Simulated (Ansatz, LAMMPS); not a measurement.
# Charge trapping in amorphous 59Ga2O3-41P2O5 (mol %) (64 atoms), part 3 of 5

Aim: add and remove one electron in amorphous 59Ga2O3-41P2O5 (mol %) (64 atoms), with atoms held and relaxed, and read trapping energy and localisation.

Ansatz 0.2.0; Kohn-Sham DFT, PBE, PAW (set soft_1), plane waves.

The cell: 13 Ga, 9 P and 42 O. The quench rate of 100 K/ps is many orders above laboratory rates. The network of bonds at the start is that of the classical potential that made the cell. Only the Γ point is sampled, in a cell whose shortest periodic width is 9 Å.

So far. Step 2 (Single point at the start): The r.m.s. force at the start is 1.2 eV/Å. Step 3 (Relaxation): The relaxation converged after 10 steps, 6.67 eV below its start, with a largest force component of 0.042 eV/Å.

## 5. An extra electron, atoms held

The electron count changes by one with the atoms held: a vertical process, on a uniform background, with spin and a narrow Fermi–Dirac smearing. Its energy against the neutral cell hangs on the program's zero of potential.

input.yaml reads:

```yaml
crystal:
  lattice:
    - [9.20781, 0.0, 0.0]
    - [0.0, 9.20781, 0.0]
    - [0.0, 0.0, 9.20781]
  atoms:
    [... the 64 atom lines of step 4 ...]
total_charge: -1
kpoints:
  mp_grid: { grid: [1, 1, 1] }
hamiltonian:
  xc: pbe
  pseudopotentials: { kind: paw, azcp: { folder: soft_1 } }
scf:
  occupations: { method: fermi_dirac, width: 0.01 }
  lower_state_search: "off"
output:
  forces: true
  stress: true
  populations: true
  dos:
    method: { smearing: { sigma: 0.08 } }
    de: 0.1
    projected: { site_lists: { Ga: [Ga], O: [O], P: [P] } }
  eigenvalues: true
  write_density: true
  write_potential: true
  volumetric_format: npy
magnetization:
  spin_polarized: true
  initial_magnetization: 1
```

On the command line:

```console
> ansatz run input.yaml --threads 4 --pin off --max-ram 8192MiB --backend cpu --events-out ev --progress --plain --runs-dir out
```

Numbers of over 12 decimals in the logs are rounded to 6 here.

The program printed:

```text
[...]
Crystal: 64 atoms, lattice volume = 780.673 Å³
Basis set: ecut = 420 eV, 15275 PW (Γ), exchange–correlation on 128×128×128 points (8 copies of the dense FFT grid, shifted against one another)
Bands: 298, of which v1, the nominal top of the filled ones, is band 234 counted from 1 (233 counted from 0)
Symmetry: 1 space group operations
[...]
k-points: 1
[...]
Starting moments: Σ|m| = 1 μB on 64 of 64 sites
[...]
SCF iter   1: F=—  HF=-79851.113842 eV  |F-HF|=—  |Δ(HF+E_count)|=         —  Δρ=6.02e-2 (↑5.79e-2 ↓6.02e-2)  dr2=8.66e1  dr2_m=3.92e-2  M=1.000 μB ∫|m|=1.079 μB  β_m=1.00  ethr=3.10e-3  ⟨swp⟩=6.0  Hψ=2582  notcnv=0  defer=56
[...]
spin=Collinear: Resta preconditioning applied to the charge; magnetization (m = ρ↑ − ρ↓) channel mixes plain (no charge-response kernel on spin).
SCF iter   2: F=—  HF=-79833.473352 eV  |F-HF|=—  |Δ(HF+E_count)|=         —  Δρ=3.52e-2 (↑3.49e-2 ↓3.52e-2)  dr2=2.98e1  dr2_m=1.08e-3  M=0.995 μB ∫|m|=1.140 μB  β_m=0.30  ethr=3.10e-3  ⟨swp⟩=3.0  Hψ=1130  notcnv=0  defer=120
[...]
SCF iter   8: F=—  HF=-79823.989541 eV  |F-HF|=—  |Δ(HF+E_count)|=   3.01e-3  Δρ=3.47e-4 (↑3.47e-4 ↓3.24e-4)  dr2=2.00e-3  dr2_m=3.59e-4  M=0.979 μB ∫|m|=1.138 μB  β_m=0.30  ethr=1.89e-6  ⟨swp⟩=2.5  Hψ=734  notcnv=0  defer=120
[...]
spin-set hold released at iteration 8 (site moments contracting): the magnetisation degrees of freedom join the quasi-Newton model from the next iteration; the mixer history was flushed
SCF iter   9: F=—  HF=-79823.990467 eV  |F-HF|=—  |Δ(HF+E_count)|=   9.26e-4  Δρ=2.45e-4 (↑2.45e-4 ↓2.36e-4)  dr2=1.01e-3  dr2_m=2.08e-4  M=0.979 μB ∫|m|=1.140 μB  β_m=0.65  ethr=4.28e-7  ⟨swp⟩=2.5  Hψ=825  notcnv=0  defer=120
SCF iter  10: F=—  HF=-79823.992077 eV  |F-HF|=—  |Δ(HF+E_count)|=   1.61e-3  Δρ=6.68e-5 (↑6.68e-5 ↓5.22e-5)  dr2=1.04e-4  dr2_m=5.69e-6  M=0.980 μB ∫|m|=1.144 μB  β_m=0.71  ethr=2.16e-7  ⟨swp⟩=2.5  Hψ=887  notcnv=0  defer=120
[...]
SCF iter  15: F=-79823.993109 eV  HF=-79823.993109 eV  |F-HF|=4.94e-8  |Δ(HF+E_count)|=   1.07e-8  Δρ=1.71e-6 (↑1.71e-6 ↓1.58e-6)  dr2=7.80e-8  dr2_m=5.33e-10  M=0.980 μB ∫|m|=1.145 μB  β_m=0.65  ethr=2.14e-11  ⟨swp⟩=20.5  Hψ=5839  notcnv=0
SCF iter  16: F=-79823.993109 eV  HF=-79823.993109 eV  |F-HF|=1.86e-9  |Δ(HF+E_count)|=   9.14e-9  Δρ=5.66e-7 (↑5.66e-7 ↓4.92e-7)  dr2=5.86e-9  dr2_m=4.08e-10  M=0.980 μB ∫|m|=1.145 μB  ethr=1.67e-11  ⟨swp⟩=7.5  Hψ=3689  notcnv=0
SCF 1 converged in 16 iterations: F = -79823.993109 eV  dr2 = 5.86e-9
[...]
SCF converged after 16 iterations
Magnetization: 0.9797 μB (233.9898 up, 233.0102 down)
Absolute magnetization: 1.0536 μB (∫|ρ↑−ρ↓|, with the PAW one-centre terms)
[...]
Per-site moments (μB) at R_I (Å): [(0.00345257, 0.745509), (0.0052288, 0.776592), (0.00257276, 0.768974), (0.00783752, 0.759789), (0.0074386, 0.781509), [...]
Free energy (F): -79823.993109 eV
[...]
Internal energy: -79823.991974 eV  (E = F + TS)
E sigma→0 (E₀):  -79823.992541 eV
Entropy (-TS):   -0.001135 eV (-0.018 meV/atom)
Fermi energy:    7.469983 eV
[...]
Σ components = -79823.993109   (vs F -79823.993109, Δ=0.00e0)
--- Forces (eV/Å), atoms counted from 1 ---
  atom   1  Ga     0.16031897    -0.00598248    -0.22233459
  atom   2  Ga    -0.20135152    -0.06702781    -0.15406900
  atom   3  Ga    -0.11153872    -0.02581026     0.06096630
  atom   4  Ga    -0.25064403     0.01378568     0.12680811
[...]
atom  64  O      0.11163833     0.11080297    -0.05608913
  max |Σ_I F_I| component: 1.56e-5 eV/Å
--- Stress (GPa, compression-positive) ---
        2.545887      -0.386699       0.560407
       -0.386697       0.757018       3.381074
        0.560405       3.381072       3.061815
  P = ⅓ Tr σ = 2.1216 GPa (21.216 kbar)
--- Band table (eV) ---
[...]
--- Löwdin populations: 64 sites ---
  site symbol       q [e]    m [muB]
     0     Ga     11.8866     0.0250
     1     Ga     11.9382     0.0269
     2     Ga     11.9227     0.0155
[...]
63      O      6.7094     0.0014
  spilling = 0.008718 (of n_electrons = 467.000000)
```

The job ended after 26 s (4 threads of Arm Neoverse V2, shared host; peak memory 1.5 GiB).

An extra electron, atoms held: the energy stands 7.41 eV above that of the reference, with a moment of 0.98 μB.

The levels nearest the highest filled one (over half full), pooled over k-points and spins:

| level less the highest filled one (eV) | occupation |
| --- | --- |
| -2.83 | 1 |
| -2.82 | 1 |
| -2.82 | 1 |
| 0 | 0.99 |
| 0.0916 | 0.01 |
| 1.72 | 0 |
| 1.82 | 0 |
| 1.87 | 0 |

Spin density in the ab plane at fractional z = 0.342, with atoms of Ga and P and O within 0.2 Å of it.

Ten even steps from '_' (-2.13 × 1e-2 e/Å³) to '@' (1.99 × 1e-2 e/Å³), each cell a mean:
```
++++++++++++++++++++##**++++++..==****++++++++++++++
++++++++++++++++++++****++++==__==##**++++++++++++++
++++++++++++++++++++++++++++**********++++++++++++++
++++++++++++++++++++++++++++++++++++++++++++****++++
++++++++++++++++++++++++++++++++++++++++++++****++++
++++++++++++++++++++++++++++++**%%##++++++++++++++++
++++++++++++++++++++++++++++++**@@##++++++++++++++++
++++++++++++++++++++++++++++++++++++++++++++**++++++
++++++++++++++++++++++++++++++++++++++********++++++
++++++++++++++++++++++++++++++++++++++******++++++++
++++++++++++++++++++++++++++++++++++++++++++++++++++
++++++++++++++++++++++++++++++++++++++++++++++++++++
++++++++++++==****++++++++++++++++++++++++++++++++++
++++++++++++==++**++++++++++++++++++++++++++++++++++
++++++++++++++++++++++++++++++++++++++++++++++++++++
++++++++++++++++++++++++++++++++++++++++++++++++++++
++++++++++++++++++++++++++++++++++++++++++++++++++++
++++++++++++++++++++++++++++++++++++++++++++**++++++
++++++++++++++++++++++++++++++++++++++++++++++++++++
++++++++++++++++++++++++++++++++++++++++++++++++++++
++++++++++++++++++++++++++++++++%%%%**++++++++++++++
++++++++++++++++++++++++++++++++####++++++++++++++++
++++++++++++++++++++++++++++++++++++++++++++++++++++
++++++++++++++++++++++++++++++++++++++++++++++++++++
```
Columns run along a (9.2 Å), rows up along b (9.2 Å). Atoms in or near the plane, at fractional coordinates: Ga at (0.59, 0.94), P at (0.80, 0.21), P at (0.79, 0.70), O at (0.38, 0.93), O at (0.64, 0.14), O at (0.16, 0.70), O at (0.62, 0.72), O at (0.87, 0.84).

## 6. An extra electron, atoms relaxed

The atoms now respond to the charge; the energy gained comes from screening by the atoms, from trapping if the charge localises, and from any strain left in the reference.

input.yaml, the sections that differ from step 5:

```yaml
output:
  forces: true
relax:
  f_tol: 0.05
  max_steps: 90
# crystal, total_charge, kpoints, hamiltonian, scf, magnetization: as in step 5
```

The program printed:

```text
[...]
Crystal: 64 atoms, lattice volume = 780.673 Å³
Basis set: ecut = 420 eV, 15275 PW (Γ), exchange–correlation on 128×128×128 points (8 copies of the dense FFT grid, shifted against one another)
Bands: 298, of which v1, the nominal top of the filled ones, is band 234 counted from 1 (233 counted from 0)
Symmetry: 1 space group operations
[...]
k-points: 1
[...]
Starting moments: Σ|m| = 1 μB on 64 of 64 sites
[...]
SCF iter   1: F=—  HF=-79851.113842 eV  |F-HF|=—  |Δ(HF+E_count)|=         —  Δρ=6.02e-2 (↑5.79e-2 ↓6.02e-2)  dr2=8.66e1  dr2_m=3.92e-2  M=1.000 μB ∫|m|=1.079 μB  β_m=1.00  ethr=3.10e-3  ⟨swp⟩=6.0  Hψ=2582  notcnv=0  defer=56
[...]
SCF iter  12: F=-79823.993107 eV  HF=-79823.993107 eV  |F-HF|=1.05e-7  |Δ(HF+E_count)|=   8.64e-6  Δρ=1.17e-5 (↑1.12e-5 ↓1.17e-5)  dr2=4.19e-6  dr2_m=8.52e-8  M=0.980 μB ∫|m|=1.145 μB  ethr=6.16e-9  ⟨swp⟩=1.5  Hψ=1485  notcnv=0
SCF 1 converged in 12 iterations: F = -79823.993107 eV  dr2 = 4.19e-6
[...]
relax step   1: F+E_penalty+E_count = -79823.99310705 eV  Δ(F+E_penalty+E_count) = +0.000e0 eV  max|allowed force component| = 3.191e-1 eV/Å  Δτ_max = 0.0000 Å  (12 SCF iters, dr2 threshold 6.25e-5 eV, accepted)
[...]
relax step   2: F+E_penalty+E_count = -79824.03249904 eV  Δ(F+E_penalty+E_count) = -3.939e-2 eV  max|allowed force component| = 2.249e-1 eV/Å  Δτ_max = 0.0232 Å  (6 SCF iters, dr2 threshold 6.36e-6 eV, accepted)
[...]
relax step   3: F+E_penalty+E_count = -79824.05654079 eV  Δ(F+E_penalty+E_count) = -2.404e-2 eV  max|allowed force component| = 8.984e-2 eV/Å  Δτ_max = 0.0235 Å  (7 SCF iters, dr2 threshold 3.16e-6 eV, accepted)
[...]
relax step   4: F+E_penalty+E_count = -79824.01637874 eV  Δ(F+E_penalty+E_count) = +4.016e-2 eV  max|allowed force component| = 3.003e-1 eV/Å  Δτ_max = 0.1362 Å  (11 SCF iters, rejected (line search))
[...]
relax step   5: F+E_penalty+E_count = -79824.06404552 eV  Δ(F+E_penalty+E_count) = -7.505e-3 eV  max|allowed force component| = 3.393e-2 eV/Å  Δτ_max = 0.0335 Å  (10 SCF iters, accepted)
SCF converged after 10 iterations
Magnetization: 0.9953 μB (233.9976 up, 233.0024 down)
Absolute magnetization: 1.0755 μB (∫|ρ↑−ρ↓|, with the PAW one-centre terms)
[...]
Per-site moments (μB) at R_I (Å): [(0.00311288, 0.747587), (0.0044704, 0.780343), (0.00206233, 0.767203), (0.00765295, 0.763046), (0.00630823, 0.786592), [...]
Free energy (F): -79824.064046 eV
[...]
Internal energy: -79824.063713 eV  (E = F + TS)
E sigma→0 (E₀):  -79824.063879 eV
Entropy (-TS):   -0.000333 eV (-0.005 meV/atom)
Fermi energy:    7.335922 eV
[...]
--- Forces (eV/Å), atoms counted from 1 ---
  atom   1  Ga    -0.03285776    -0.00120364     0.00560266
  atom   2  Ga     0.00851925    -0.00116126    -0.00551702
  atom   3  Ga     0.00233558     0.00313939     0.02369915
  atom   4  Ga    -0.00459740    -0.00470606     0.00723108
  atom   5  Ga     0.00717487    -0.00359422     0.00321795
  atom   6  Ga     0.00715419    -0.00134245    -0.00445436
  atom   7  Ga     0.01799296    -0.00424682     0.00494799
  atom   8  Ga    -0.00726140     0.00262870    -0.00418451
  atom   9  Ga    -0.00536911     0.00773859     0.00594164
  atom  10  Ga     0.00654203    -0.00498265    -0.00108476
  atom  11  Ga     0.01222673    -0.00313765     0.00191824
  atom  12  Ga     0.00533657    -0.00353026     0.01282889
  atom  13  Ga    -0.00979347     0.01012470     0.01235327
  atom  14  P      0.00194369    -0.01460329     0.01113686
[...]
atom  63  O      0.00940443     0.00358227     0.00590486
  atom  64  O     -0.01106289     0.01188074    -0.00904133
  max |Σ_I F_I| component: 6.68e-5 eV/Å
--- Relaxed structure (5 steps of the walk, 4 accepted, 0 SCFs on fresh bases) ---
  F+E_penalty+E_count = -79824.06404552 eV   max|allowed force component| = 3.393e-2 eV/Å
  atoms:
    - { symbol: Ga, position: [0.447300, 0.256264, 0.896500] }
    - { symbol: Ga, position: [0.977747, 0.883919, 0.899984] }
    - { symbol: Ga, position: [0.066372, 0.878665, 0.268972] }
    - { symbol: Ga, position: [0.921399, 0.051940, 0.586934] }
[...]
- { symbol: O, position: [0.870043, 0.841905, 0.339906] }
```

Run time: 57 s. Hardware: 4 threads; peak memory 1.5 GiB.

The relaxation converged after 5 steps, 0.0709 eV below its start, with a largest force component of 0.034 eV/Å.

An extra electron, atoms relaxed: the energy stands 7.33 eV above that of the reference, with a moment of 1.00 μB.

## 7. An extra electron, levels at the relaxed geometry

A single point at the new geometry gives levels and spin density.

input.yaml, the sections that differ from step 6:

```yaml
crystal:
  lattice:
    - [9.20781, 0.0, 0.0]
    - [0.0, 9.20781, 0.0]
    - [0.0, 0.0, 9.20781]
  atoms:
    - { symbol: Ga, position: [0.4473, 0.25626, 0.8965] }
    - { symbol: Ga, position: [0.97775, 0.88392, 0.89998] }
    - { symbol: Ga, position: [0.06637, 0.87866, 0.26897] }
    - { symbol: Ga, position: [0.9214, 0.05194, 0.58693] }
    - { symbol: Ga, position: [0.58872, 0.94118, 0.3433] }
    - { symbol: Ga, position: [0.96971, 0.60838, 0.06431] }
    [... 52 atom lines left out ...]
    - { symbol: O, position: [0.38834, 0.66944, 0.58289] }
    - { symbol: O, position: [0.14139, 0.00813, 0.8988] }
    - { symbol: O, position: [0.75738, 0.45972, 0.96481] }
    - { symbol: O, position: [0.1138, 0.48911, 0.14214] }
    - { symbol: O, position: [0.21379, 0.39826, 0.70184] }
    - { symbol: O, position: [0.87004, 0.8419, 0.33991] }
output:
  forces: true
  stress: true
  populations: true
  dos:
    method: { smearing: { sigma: 0.08 } }
    de: 0.1
    projected: { site_lists: { Ga: [Ga], O: [O], P: [P] } }
  eigenvalues: true
  write_density: true
  write_potential: true
  volumetric_format: npy
# total_charge, kpoints, hamiltonian, scf, magnetization: as in step 6
# relax: removed
```

The program printed:

```text
[...]
Crystal: 64 atoms, lattice volume = 780.673 Å³
Basis set: ecut = 420 eV, 15275 PW (Γ), exchange–correlation on 128×128×128 points (8 copies of the dense FFT grid, shifted against one another)
Bands: 298, of which v1, the nominal top of the filled ones, is band 234 counted from 1 (233 counted from 0)
Symmetry: 1 space group operations
[...]
k-points: 1
[...]
Starting moments: Σ|m| = 1 μB on 64 of 64 sites
[...]
SCF iter   1: F=—  HF=-79850.953192 eV  |F-HF|=—  |Δ(HF+E_count)|=         —  Δρ=6.00e-2 (↑5.78e-2 ↓6.00e-2)  dr2=8.59e1  dr2_m=4.97e-2  M=1.000 μB ∫|m|=1.077 μB  β_m=1.00  ethr=3.10e-3  ⟨swp⟩=6.0  Hψ=2580  notcnv=0  defer=57
[...]
SCF iter  16: F=-79824.064041 eV  HF=-79824.064041 eV  |F-HF|=1.50e-9  |Δ(HF+E_count)|=   2.74e-9  Δρ=5.18e-7 (↑4.78e-7 ↓5.18e-7)  dr2=6.72e-9  dr2_m=3.14e-10  M=0.995 μB ∫|m|=1.167 μB  ethr=9.15e-12  ⟨swp⟩=7.0  Hψ=3600  notcnv=0
SCF 1 converged in 16 iterations: F = -79824.064041 eV  dr2 = 6.72e-9
[...]
SCF converged after 16 iterations
Magnetization: 0.9953 μB (233.9976 up, 233.0024 down)
Absolute magnetization: 1.0755 μB (∫|ρ↑−ρ↓|, with the PAW one-centre terms)
[...]
Per-site moments (μB) at R_I (Å): [(0.0031125, 0.747571), (0.00447009, 0.780325), (0.00206211, 0.767181), (0.00765401, 0.763064), (0.00630964, 0.786592), [...]
Free energy (F): -79824.064041 eV
[...]
Internal energy: -79824.063708 eV  (E = F + TS)
E sigma→0 (E₀):  -79824.063874 eV
Entropy (-TS):   -0.000333 eV (-0.005 meV/atom)
Fermi energy:    7.335934 eV
[...]
--- Forces (eV/Å), atoms counted from 1 ---
  atom   1  Ga    -0.03224546    -0.00005311     0.00559850
  atom   2  Ga     0.00843790    -0.00165900    -0.00483284
  atom   3  Ga     0.00237560     0.00325333     0.02395584
  atom   4  Ga    -0.00492524    -0.00529581     0.00816422
  atom   5  Ga     0.00719868    -0.00405105     0.00383402
  atom   6  Ga     0.00695940    -0.00225159    -0.00401757
  atom   7  Ga     0.01894081    -0.00375689     0.00424306
  atom   8  Ga    -0.00756775     0.00260382    -0.00361967
  atom   9  Ga    -0.00446740     0.00776113     0.00539138
  atom  10  Ga     0.00663181    -0.00445172    -0.00169093
  atom  11  Ga     0.01124550    -0.00345394     0.00110770
  atom  12  Ga     0.00592370    -0.00386239     0.01287003
  atom  13  Ga    -0.00857990     0.01042007     0.01243972
  atom  14  P      0.00463315    -0.01500309     0.01210252
[...]
atom  63  O      0.01025584     0.00383161     0.00508376
  atom  64  O     -0.00948954     0.01440126    -0.00918316
  max |Σ_I F_I| component: 1.57e-5 eV/Å
--- Stress (GPa, compression-positive) ---
        2.124459      -0.590671       0.638225
       -0.590670       0.079816       3.419316
        0.638223       3.419314       2.388462
  P = ⅓ Tr σ = 1.5309 GPa (15.309 kbar)
--- Band table (eV) ---
[...]
--- Löwdin populations: 64 sites ---
  site symbol       q [e]    m [muB]
     0     Ga     11.8875     0.0228
     1     Ga     11.9354     0.0229
     2     Ga     11.9229     0.0127
[...]
63      O      6.7102     0.0012
  spilling = 0.008720 (of n_electrons = 467.000000)
```

Run time: 27 s. Hardware: 4 threads; peak memory 1.5 GiB; 1.7 min of CPU time.

An extra electron, levels at the relaxed geometry: the energy stands 7.33 eV above that of the reference, with a moment of 1.00 μB.

The levels nearest the highest filled one (over half full), pooled over k-points and spins:

| level less the highest filled one (eV) | occupation |
| --- | --- |
| -2.69 | 1 |
| -2.61 | 1 |
| -2.60 | 1 |
| 0 | 0.998 |
| 0.121 | 0.002 |
| 1.69 | 0 |
| 1.74 | 0 |
| 1.83 | 0 |

Spin density in the ab plane at fractional z = 0.341, with atoms of Ga and P and O within 0.2 Å of it.

Values in units of 1e-2 e/Å³, 13 rows by 16 columns, each cell a mean:
```
 0.1  0.0  0.0  0.0  0.1  0.0  0.6  0.1  0.1 -1.1  0.2  0.4  0.1  0.0  0.0  0.0
 0.1  0.1  0.1  0.1  0.0  0.0  0.0  0.0  0.3  0.2  0.4  0.3  0.1  0.0  0.1  0.0
 0.1  0.1  0.0  0.0  0.0  0.0  0.0  0.0  0.0  0.1  0.2  0.0  0.0  0.2  0.2  0.0
 0.0  0.0  0.1  0.0  0.0  0.0  0.0  0.0  0.0  0.7  1.3  0.0  0.0  0.1  0.1  0.0
 0.0  0.0  0.0  0.0  0.0  0.0  0.0  0.0  0.0  0.0  0.0  0.2  0.4  0.4  0.2  0.1
 0.0  0.0  0.1  0.1  0.0  0.0  0.0  0.0  0.0  0.1  0.1  0.2  0.2  0.2  0.1  0.0
 0.0  0.0  0.1  0.0  0.1  0.2  0.0  0.0  0.0  0.0  0.0  0.0  0.0  0.0  0.0  0.0
 0.0  0.0  0.0 -0.1  0.1  0.2  0.0  0.0  0.0  0.0  0.0  0.0  0.0  0.0  0.0  0.0
 0.0  0.0  0.0  0.0  0.0  0.0  0.0  0.0  0.0  0.0  0.0  0.0  0.0  0.2  0.1  0.0
 0.0  0.0  0.0  0.0  0.0  0.0  0.0  0.0  0.0  0.0  0.0  0.1  0.1  0.3  0.3  0.1
 0.0  0.0  0.0  0.0  0.0  0.0  0.0  0.0  0.0  0.0  0.1  0.0  0.0  0.1  0.2  0.0
 0.0  0.0  0.0  0.0  0.1  0.0  0.0  0.0  0.0  0.2  1.2  0.3  0.0  0.0  0.0  0.0
 0.0  0.0  0.0  0.0  0.1  0.0  0.0  0.0  0.1  0.2  0.1  0.1  0.0  0.0  0.0  0.0
```
Columns run along a (9.2 Å), rows up along b (9.2 Å). Atoms in or near the plane, at fractional coordinates: Ga at (0.59, 0.94), P at (0.80, 0.21), P at (0.79, 0.69), O at (0.38, 0.93), O at (0.64, 0.14), O at (0.15, 0.69), O at (0.62, 0.72), O at (0.87, 0.84).

(Continued in part 4 of 5.)

[Logs are printed without paths, hosts, clocks, repeated set-up lines and the standing remarks that a program may print on its own settings, such as how far it seeks lower states.]

[Hosts, paths, dates, database ids (printed as entryN), source tags and the programs' standing remarks are cut or masked in the printed files.]
